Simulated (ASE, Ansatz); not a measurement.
# Convergence of a linear-scaling basis for twisted silicene bilayer, 13.17° (76 atoms)

Wanted: errors and times of a linear-scaling basis for twisted silicene bilayer, 13.17° (76 atoms). A setting counts as converged where the r.m.s. difference of forces stays under 1 % of the r.m.s. force.

Method: Kohn-Sham DFT, PBE+D3(BJ), PAW (set soft_2), plane waves, in Ansatz 0.2.0.

## (1) Starting point

The cell holds 76 atoms: 76 Si. Its edges and angles: a = 16.825 Å, b = 16.825 Å, c = 18.140 Å, α = 90.0°, β = 90.0°, γ = 120.0°. It derives from Si (silicene). Silicene (a = 3.86 Å) under silicene (a = 3.86 Å), bilayer, commensurate cell of 19 unit cells a layer, twist 13.17 deg; facing planes 3.26 Å apart; 14 Å of vacuum; layers as built, displaced by a Gaussian of 0.01 Å. Regions: layer 1, 38 atoms (38 Si); layer 2, 38 atoms (38 Si). Vacuum lies along c.

Before any run, some limits are plain. Beside vacuum, support functions can miss their usual error bounds without a warning. Sampling is at Γ alone, for a cell whose shortest periodic width is 15 Å.

## (2) Plane-wave single point

This run is the reference for what follows, at a cutoff of 420 eV.

Contents of input.yaml:

```yaml
crystal:
  lattice:
    - [16.8253, 0.0, 0.0]
    - [-8.41265, 14.57114, 0.0]
    - [0.0, 0.0, 18.14]
  atoms:
    - { symbol: Si, position: [0.17501, 0.77111, 0.40975] }
    - { symbol: Si, position: [0.19226, 0.64833, 0.38662] }
    - { symbol: Si, position: [0.28093, 0.03567, 0.40989] }
    - { symbol: Si, position: [0.29783, 0.91125, 0.385] }
    - { symbol: Si, position: [0.12272, 0.13901, 0.41056] }
    - { symbol: Si, position: [0.13985, 0.01712, 0.38513] }
    - { symbol: Si, position: [0.22827, 0.40345, 0.40931] }
    - { symbol: Si, position: [0.24475, 0.28088, 0.38654] }
    - { symbol: Si, position: [0.33399, 0.66689, 0.41062] }
    - { symbol: Si, position: [0.35046, 0.54513, 0.38585] }
    - { symbol: Si, position: [0.43891, 0.92948, 0.4106] }
    - { symbol: Si, position: [0.4563, 0.80639, 0.38673] }
    - { symbol: Si, position: [0.38704, 0.29907, 0.40987] }
    - { symbol: Si, position: [0.40306, 0.17488, 0.38731] }
    - { symbol: Si, position: [0.49206, 0.56236, 0.41003] }
    - { symbol: Si, position: [0.50871, 0.43866, 0.38665] }
    - { symbol: Si, position: [0.59767, 0.82445, 0.41043] }
    - { symbol: Si, position: [0.61382, 0.70144, 0.3865] }
    - { symbol: Si, position: [0.70202, 0.08841, 0.41016] }
    - { symbol: Si, position: [0.72079, 0.96605, 0.38622] }
    - { symbol: Si, position: [0.5442, 0.19343, 0.41033] }
    - { symbol: Si, position: [0.56138, 0.06999, 0.38632] }
    - { symbol: Si, position: [0.64939, 0.45649, 0.41055] }
    - { symbol: Si, position: [0.66548, 0.33234, 0.3853] }
    - { symbol: Si, position: [0.75438, 0.71925, 0.41117] }
    - { symbol: Si, position: [0.77226, 0.59691, 0.38569] }
    - { symbol: Si, position: [0.85963, 0.98216, 0.41038] }
    - { symbol: Si, position: [0.87783, 0.86096, 0.38635] }
    - { symbol: Si, position: [0.80785, 0.35083, 0.41035] }
    - { symbol: Si, position: [0.82518, 0.22881, 0.38621] }
    - { symbol: Si, position: [0.91254, 0.61382, 0.4109] }
    - { symbol: Si, position: [0.9294, 0.49108, 0.38584] }
    - { symbol: Si, position: [0.01767, 0.87792, 0.4112] }
    - { symbol: Si, position: [0.03469, 0.75352, 0.38602] }
    - { symbol: Si, position: [0.96495, 0.24624, 0.41009] }
    - { symbol: Si, position: [0.98209, 0.12252, 0.38606] }
    - { symbol: Si, position: [0.06926, 0.50869, 0.40992] }
    - { symbol: Si, position: [0.08801, 0.38627, 0.38606] }
    - { symbol: Si, position: [0.85897, 0.74927, 0.61383] }
    - { symbol: Si, position: [0.84273, 0.60937, 0.59005] }
    - { symbol: Si, position: [0.80792, 0.32959, 0.61288] }
    - { symbol: Si, position: [0.79048, 0.18912, 0.58951] }
    - { symbol: Si, position: [0.96402, 0.59137, 0.6138] }
    - { symbol: Si, position: [0.94871, 0.45276, 0.58973] }
    - { symbol: Si, position: [0.12547, 0.85656, 0.61425] }
    - { symbol: Si, position: [0.10602, 0.71483, 0.58972] }
    - { symbol: Si, position: [0.75621, 0.90759, 0.61355] }
    - { symbol: Si, position: [0.73753, 0.76712, 0.59042] }
    - { symbol: Si, position: [0.91362, 0.17098, 0.61366] }
    - { symbol: Si, position: [0.89729, 0.0312, 0.59017] }
    - { symbol: Si, position: [0.0696, 0.43332, 0.61486] }
    - { symbol: Si, position: [0.05353, 0.29402, 0.58937] }
    - { symbol: Si, position: [0.22847, 0.69634, 0.61364] }
    - { symbol: Si, position: [0.21087, 0.55707, 0.59041] }
    - { symbol: Si, position: [0.0189, 0.01386, 0.61388] }
    - { symbol: Si, position: [0.00086, 0.87254, 0.59052] }
    - { symbol: Si, position: [0.17685, 0.27701, 0.61498] }
    - { symbol: Si, position: [0.15925, 0.13715, 0.59015] }
    - { symbol: Si, position: [0.33302, 0.53746, 0.61444] }
    - { symbol: Si, position: [0.31586, 0.39893, 0.58991] }
    - { symbol: Si, position: [0.49169, 0.80281, 0.61416] }
    - { symbol: Si, position: [0.47385, 0.66209, 0.58997] }
    - { symbol: Si, position: [0.28002, 0.11729, 0.61417] }
    - { symbol: Si, position: [0.26441, 0.9783, 0.58981] }
    - { symbol: Si, position: [0.43957, 0.38207, 0.61435] }
    - { symbol: Si, position: [0.42197, 0.24183, 0.59064] }
    - { symbol: Si, position: [0.59791, 0.64428, 0.61385] }
    - { symbol: Si, position: [0.5813, 0.50671, 0.5892] }
    - { symbol: Si, position: [0.38693, 0.95952, 0.61388] }
    - { symbol: Si, position: [0.36963, 0.82021, 0.58837] }
    - { symbol: Si, position: [0.54286, 0.22204, 0.61506] }
    - { symbol: Si, position: [0.52744, 0.08309, 0.59099] }
    - { symbol: Si, position: [0.70208, 0.48599, 0.61369] }
    - { symbol: Si, position: [0.68593, 0.34579, 0.59096] }
    - { symbol: Si, position: [0.65068, 0.06739, 0.61443] }
    - { symbol: Si, position: [0.6331, 0.92541, 0.59003] }
kpoints:
  mp_grid: { grid: [1, 1, 1] }
hamiltonian:
  xc: pbe
  dispersion: d3bj
scf:
  occupations: { method: fermi_dirac, width: 0.025 }
output:
  forces: true
  populations: true
  dos:
    method: { smearing: { sigma: 0.08 } }
    de: 0.1
    projected:
      site_lists:
        Si: [Si]
        layer_1: [0, 1, 2, 3, 4, 5, 6, 7, 8, 9, 10, 11, 12, 13, 14, 15, 16, 17, 18, 19, 20, 21, 22, 23, 24, 25, 26, 27, 28, 29, 30, 31, 32, 33, 34, 35, 36, 37]
        layer_2: [38, 39, 40, 41, 42, 43, 44, 45, 46, 47, 48, 49, 50, 51, 52, 53, 54, 55, 56, 57, 58, 59, 60, 61, 62, 63, 64, 65, 66, 67, 68, 69, 70, 71, 72, 73, 74, 75]
  eigenvalues: true
  write_density: true
  write_potential: true
  volumetric_format: npy
```

Launch:

```console
ansatz run input.yaml --threads 8 --pin off --max-ram 15872MiB --backend cpu --events-out ev --progress --plain --runs-dir out
```

Numbers of over 12 decimals in the logs are rounded to 6 here.

What it wrote:

```text
Engine: ansatz 0.2.0, aarch64-unknown-linux-gnu
Pseudopotentials: kind: paw
Pseudopotential: Si, paw, valence charge 4, recommended cutoff 420 eV (normal), Si.paw.azcp
[... 5 lines on functional and potentials left out ...]
Crystal: 76 atoms, lattice volume = 4447.271 Å³
Basis set: ecut = 420 eV, 86893 PW (Γ), exchange–correlation on 240×240×250 points (8 copies of the dense FFT grid, shifted against one another)
Bands: 228, of which v1, the nominal top of the filled ones, is band 152 counted from 1 (151 counted from 0)
Symmetry: 1 space group operations
Space group: P1 (ITA 1), of the structure as read, at distance tolerance 1.6e-4 Å
k-points: 1
[... 3 lines on functional and potentials left out ...]
Initial density: superposition of atomic densities (neutral atoms: chi_scale 0, normalization atom), corrected by the library's trained network
Initial wavefunctions: pseudopotential atomic-orbital guess
Functional: x = pbe(κ = 0.804, μ = 0.219515), c = pbe(β = 0.066725)
SCF iter   1: F=—  HF=-48293.589505 eV  |F-HF|=—  |Δ(HF+E_count)|=         —  Δρ=2.01e-3  dr2=4.19e-1  ethr=1.77e-3  ⟨swp⟩=8.0  Hψ=1249  notcnv=0  defer=29
preconditioner: auto → Resta (q_TF=auto, 1.745 Å⁻¹)  ε∞=2.9  [insulator: Δε(μ)=0.437 eV  Ē_g=7.088 eV  σ=0.025 eV  W_gap=1.00  n_scr=394 (ndim 8)  ℏωp=9.7 eV  f_vac=0.528  D(μ)=0.04/eV (n_scr^D=0)  ε∞_Penn≈2.9  vacuum switching on, ρ_ref=3.6e-3 e/Å³]
SCF iter   2: F=—  HF=-48293.622851 eV  |F-HF|=—  |Δ(HF+E_count)|=   3.33e-2  Δρ=1.15e-3  dr2=3.99e-1  ethr=1.38e-4  ⟨swp⟩=4.0  Hψ=445  notcnv=0  defer=58
SCF iter   3: F=—  HF=-48293.612158 eV  |F-HF|=—  |Δ(HF+E_count)|=   1.07e-2  Δρ=8.28e-4  dr2=2.43e-1  ethr=1.31e-4  ⟨swp⟩=3.0  Hψ=283  notcnv=0  defer=58
SCF iter   4: F=—  HF=-48293.595493 eV  |F-HF|=—  |Δ(HF+E_count)|=   1.67e-2  Δρ=3.24e-4  dr2=1.19e-2  ethr=8.01e-5  ⟨swp⟩=2.0  Hψ=196  notcnv=0  defer=58
SCF iter   5: F=—  HF=-48293.597155 eV  |F-HF|=—  |Δ(HF+E_count)|=   1.66e-3  Δρ=1.32e-4  dr2=3.67e-3  ethr=3.93e-6  ⟨swp⟩=2.0  Hψ=260  notcnv=0  defer=58
SCF iter   6: F=—  HF=-48293.597132 eV  |F-HF|=—  |Δ(HF+E_count)|=   2.31e-5  Δρ=8.09e-5  dr2=3.28e-4  ethr=1.21e-6  ⟨swp⟩=2.0  Hψ=242  notcnv=0  defer=58
SCF iter   7: F=—  HF=-48293.597476 eV  |F-HF|=—  |Δ(HF+E_count)|=   3.44e-4  Δρ=2.92e-5  dr2=1.73e-4  ethr=1.08e-7  ⟨swp⟩=2.0  Hψ=322  notcnv=0  defer=58
SCF iter   8: F=—  HF=-48293.597535 eV  |F-HF|=—  |Δ(HF+E_count)|=   5.94e-5  Δρ=1.17e-5  dr2=5.02e-5  ethr=5.70e-8  ⟨swp⟩=2.0  Hψ=257  notcnv=0  defer=58
SCF iter   9: F=—  HF=-48293.596452 eV  |F-HF|=—  |Δ(HF+E_count)|=   1.08e-3  Δρ=6.30e-6  dr2=3.19e-6  ethr=1.65e-8  ⟨swp⟩=1.0  Hψ=228  notcnv=0  defer=58
SCF iter  10: F=—  HF=-48293.596454 eV  |F-HF|=—  |Δ(HF+E_count)|=   2.03e-6  Δρ=3.32e-6  dr2=1.22e-6  ethr=1.05e-9  ⟨swp⟩=2.0  Hψ=255  notcnv=0  defer=58
SCF iter  11: F=—  HF=-48293.596454 eV  |F-HF|=—  |Δ(HF+E_count)|=   7.52e-7  Δρ=1.31e-6  dr2=2.98e-7  ethr=4.01e-10  ⟨swp⟩=2.0  Hψ=283  notcnv=0  defer=58
SCF iter  12: F=-48293.596454 eV  HF=-48293.596455 eV  |F-HF|=4.56e-8  |Δ(HF+E_count)|=   9.96e-8  Δρ=5.63e-7  dr2=8.26e-8  ethr=3.29e-11  ⟨swp⟩=24.0  Hψ=2449  notcnv=0
SCF 1 converged in 12 iterations: F = -48293.596454 eV  dr2 = 8.26e-8
  greatest PAW one-centre occupation: 0.650 electrons in one spin orbital (limit 2), on the Si atom at site 28 (counted from 0), in its partial waves of l = 0
SCF converged after 12 iterations
Free energy (F): -48293.596454 eV
Harris-Foulkes:  -48293.596455 eV  (|F-HF|=4.56e-8)
Internal energy: -48293.596111 eV  (E = F + TS)
E sigma→0 (E₀):  -48293.596283 eV
Entropy (-TS):   -0.000344 eV (-0.005 meV/atom)
Fermi energy:    -0.869261 eV
--- Per-component energies (eV) ---
  E_band       = -1787.366794
  E_kinetic    = 2972.921498
  E_local      = -43496.734203  (includes V_loc(G=0)·N_el)
  E_nonlocal   = 1988.366257
  E_hartree    = 20198.600322
  E_xc         = -4134.194457
  E_vxc        = -3468.274646  (∫ρ·V_xc dr)
  E_paw        = -38964.339949  (= ΣΔE_a)
  E_vpaw       = -180.836858  (= ΣTr[D̂ρ^β])
  E_aug_tail   = 0.000484  (compensation charges beyond the density's cutoff)
  E_ewald      = 13162.478574
  E_disp       = -20.694636  (pairwise vdW)
  E_smearing   = -0.000344  (= −TS)
  E_closure    = 0.000000  (closes the sum)
  Σ components = -48293.596454   (vs F -48293.596454, Δ=0.00e0)
--- Forces (eV/Å), atoms counted from 1 ---
  atom   1  Si    -0.03378701     0.15736511     0.28081073
  atom   2  Si     0.16009285    -0.11139676    -0.16411293
  atom   3  Si    -0.03591567    -0.43629560     0.29641997
  atom   4  Si     0.00118106     0.04161225    -0.09450504
  atom   5  Si    -0.22661972     0.18992038     0.35315498
  atom   6  Si     0.24957150    -0.02981498    -0.22163490
  atom   7  Si    -0.17257319     0.21125272     0.19131660
  atom   8  Si     0.54996854    -0.15014204    -0.15949639
  atom   9  Si    -0.31504032     0.04946624     0.13967761
  atom  10  Si     0.43970530    -0.20693036    -0.15683429
  atom  11  Si    -0.02234565    -0.06346177     0.09969345
  atom  12  Si     0.08667590     0.14971408    -0.18152836
  atom  13  Si    -0.44001156    -0.31573607     0.15893822
  atom  14  Si     0.19943483     0.17051353    -0.23916640
[...]
atom  75  Si     0.22330980    -0.39101513     0.21242476
  atom  76  Si    -0.18668213     0.13232430    -0.08288068
  max |Σ_I F_I| component: 5.16e-5 eV/Å
--- Band table (eV) ---
  k-point 0: bands = ["-12.2300", "-11.8612", "-11.6378", "-11.6349", [... 212 levels ...], "2.4582", "2.4668", "2.5173", "2.5321", "2.5472", "2.5603", "2.5666", "2.5781", "2.5829", "2.6652", "2.6868", "2.6897"]
--- Löwdin populations: 76 sites ---
  site symbol       q [e]
     0     Si      3.9630
     1     Si      3.9249
     2     Si      3.9491
[...]
75     Si      3.9641
  spilling = 0.012144 (of n_electrons = 304.000000)
```

Elapsed: 22 s, on 8 threads of Arm Neoverse V2, shared host; peak memory 3.5 GiB.

Reading the cycles: dr2 is the Hartree energy of the density residual (eV), the measure of convergence; HF is the Harris–Foulkes estimate of the energy, which meets the free energy F at convergence.

Numbers from this run:

```
free energy                                   : -48293.5965 eV
free energy per atom                          : -635.4421 eV/atom
SCF cycles                                    : 12
r.m.s. force component                        : 0.2145 eV/Å
longest force                                 : 0.6155 eV/Å
Fermi energy                                  : -0.8693 eV
potential in mid-vacuum, over the Fermi level : 4.718 eV
potential 4.5 Å over the upper face           : 4.715 eV
potential 4.5 Å under the lower face          : 4.719 eV
spilling of the projection                    : 0.01214
```

Length of the force by element:

```
element  coordination  atoms  mean length of the force (eV/Å)  spread  least   most
     Si           all     76                            0.352   0.120  0.103  0.616
```

The mean of these charges, 0.049 e, is only the charge that the projection spills.

Löwdin charges by element (they lack the spilled electrons, 0.049 e an atom on average):

```
element  coordination  atoms  mean charge (e)  spread   least    most
     Si           all     76           0.0486  0.0148  0.0138  0.0863
```

By region:

```
 region  atoms  mean length of the force (eV/Å)
layer 1     38                             0.33
layer 2     38                            0.373
```

States in the cell by windows of 1 eV, zero at the Fermi level; the larger projections on atomic orbitals stand beside the total:

```
from (eV)  to (eV)  total  Si p  layer 2  layer 1  Si s
      -12      -11    2.7   0.1      1.4      1.3   2.6
      -11      -10   25.3   4.7     12.5     12.5  20.4
      -10       -9   33.8  10.3     16.9     16.6  23.2
       -9       -8   14.2   4.6      6.9      7.2   9.5
       -8       -7    8.1   3.9      4.3      3.7   4.1
       -7       -6   39.9  20.8     19.4     20.0  18.6
       -6       -5    0.0   0.0      0.0      0.0   0.0
       -5       -4   34.6  25.9     17.5     16.7   8.2
       -4       -3   27.4  25.1     13.1     13.9   1.9
       -3       -2   62.0  59.6     30.6     30.6   1.6
       -2       -1   32.0  30.7     15.8     15.8   0.9
       -1        0   24.0  22.3     11.8     11.9   1.4
        0        1   24.1  21.3     11.5     11.4   1.5
        1        2   47.7  29.4     21.3     21.3  13.2
        2        3   47.2  33.0     20.2     20.1   7.2
```

The curve was stored every 0.100 eV, coarse against its broadening of 0.08 eV, so these counts are rough.

The levels nearest the highest filled one (over half full), pooled over k-points and spins:

```
level less the highest filled one (eV)  occupation
                               -0.0671           2
                               -0.0521           2
                                 -0.04           2
                               -0.0164           2
                               -0.0138           2
                                     0           2
                                 0.428       0.001
                                 0.473           0
                                 0.500           0
                                 0.516           0
                                 0.556           0
                                 0.571           0
```

Planar average of the electrostatic potential energy along the normal, with the Fermi level as zero, after a running mean with a triangular window 4 Å wide at its base:

```
height (Å)  potential energy (eV)
       0.0                   4.72
       0.6                   4.72
       1.0                   4.72
       1.6                   4.72
       2.0                   4.72
       2.6                   4.72
       3.0                   4.71
       3.6                   4.67
       4.1                   4.56
       4.6                   4.03
       5.1                   2.96
       5.7                   0.41
       6.2                  -2.77
       6.7                  -4.86
       7.3                  -6.06
       7.7                  -5.30
       8.3                  -3.03
       8.7                  -1.59
       9.3                  -1.31
       9.7                  -2.46
      10.3                  -4.79
      10.7                  -5.96
      11.3                  -5.41
      11.8                  -3.56
      12.3                  -0.40
      12.9                   2.41
      13.4                   3.73
      13.9                   4.48
      14.4                   4.64
      14.9                   4.70
      15.4                   4.71
      16.0                   4.71
      16.4                   4.72
      17.0                   4.72
      17.4                   4.72
      18.0                   4.72
```

Electrostatic potential energy in the ca plane at fractional y = 0.070, with atoms of Si within 0.2 Å of it. With pseudopotentials it is smooth inside the atoms' cores, unlike the true potential.

Ten even steps from '0' (-24 eV) to '9' (4 eV), each cell a mean:
```
99999999999999863257999986678999999999999999
99999999999999874357999840027899999999999999
99999999999999988778999852137999999999999999
99999999999999999889999987788999999999999999
99999999999999999999999999999999999999999999
99999999999999998778999999999999999999999999
99999999999999984102689998777899999999999999
99999999999999972000489973001689999999999999
99999999999999986435899971000489999999999999
99999999999999841126899986335899999999999999
99999999999999710004899841026899999999999999
99999999999999863247999710004899999999999999
99999999999999998889999863247999999999999999
99999999999999999999999998889999999999999999
99999999999999999889999999999999999999999999
99999999999999987546899998889999999999999999
99999999999999974001689987667899999999999999
99999999999999986213799985103799999999999999
99999999999999987678999987435899999999999999
99999999999999863257999988788999999999999999
99999999999999874357999976678999999999999999
99999999999999987667899986567899999999999999
99999999999999998777899986435899999999999999
99999999999999987788999987556899999999999999
```
Columns run along c (18.1 Å; values clipped at the 3rd and 97th percentile), rows up along a (16.8 Å). Atoms in or near the plane, at fractional coordinates: Si at (0.39, 0.56), Si at (0.59, 0.53), Si at (0.61, 0.65).

Valence density in the ca plane at fractional y = 0.070, with atoms of Si within 0.2 Å of it. It is the smooth field of the valence electrons, not physical close to the nuclei.

Values in e/Å³, 13 rows by 16 columns, each cell a mean:
```
0.00 0.00 0.00 0.00 0.02 0.21 0.42 0.12 0.11 0.32 0.16 0.02 0.00 0.00 0.00 0.00
0.00 0.00 0.00 0.00 0.01 0.09 0.22 0.08 0.12 0.38 0.18 0.02 0.00 0.00 0.00 0.00
0.00 0.00 0.00 0.00 0.01 0.05 0.10 0.04 0.03 0.06 0.04 0.01 0.00 0.00 0.00 0.00
0.00 0.00 0.00 0.00 0.01 0.13 0.31 0.19 0.06 0.18 0.13 0.02 0.00 0.00 0.00 0.00
0.00 0.00 0.00 0.00 0.01 0.17 0.44 0.19 0.09 0.27 0.27 0.04 0.00 0.00 0.00 0.00
0.00 0.00 0.00 0.00 0.02 0.24 0.28 0.13 0.13 0.45 0.25 0.02 0.00 0.00 0.00 0.00
0.00 0.00 0.00 0.00 0.01 0.12 0.20 0.07 0.15 0.28 0.18 0.02 0.00 0.00 0.00 0.00
0.00 0.00 0.00 0.00 0.00 0.03 0.06 0.03 0.03 0.10 0.06 0.01 0.00 0.00 0.00 0.00
0.00 0.00 0.00 0.00 0.01 0.12 0.35 0.16 0.06 0.17 0.10 0.01 0.00 0.00 0.00 0.00
0.00 0.00 0.00 0.00 0.01 0.12 0.33 0.17 0.09 0.40 0.28 0.03 0.00 0.00 0.00 0.00
0.00 0.00 0.00 0.00 0.02 0.18 0.34 0.10 0.06 0.22 0.13 0.02 0.00 0.00 0.00 0.00
0.00 0.00 0.00 0.00 0.01 0.17 0.44 0.15 0.11 0.41 0.21 0.02 0.00 0.00 0.00 0.00
0.00 0.00 0.00 0.00 0.01 0.08 0.20 0.08 0.07 0.32 0.22 0.03 0.00 0.00 0.00 0.00
```
Columns run along c (18.1 Å), rows up along a (16.8 Å). Atoms in or near the plane, at fractional coordinates: Si at (0.39, 0.56), Si at (0.59, 0.53), Si at (0.61, 0.65).

Löwdin charges run from +0.01 to +0.09 e, about a mean that is the spilled charge alone. The potential stands 4.71 eV above the Fermi level over the upper face and 4.72 eV under the lower one, a reading of the work function, with no dipole correction. The Fermi level falls in a spacing of 0.43 eV between levels, so it is uncertain by that much.

(Part 1 of 2 ends here.)

[Logs are printed without paths, hosts, clocks, repeated set-up lines and the standing remarks that a program may print on its own settings, such as how far it seeks lower states.]

[Hosts, paths, dates, database ids (printed as entryN), source tags and the programs' standing remarks are cut or masked in the printed files.]
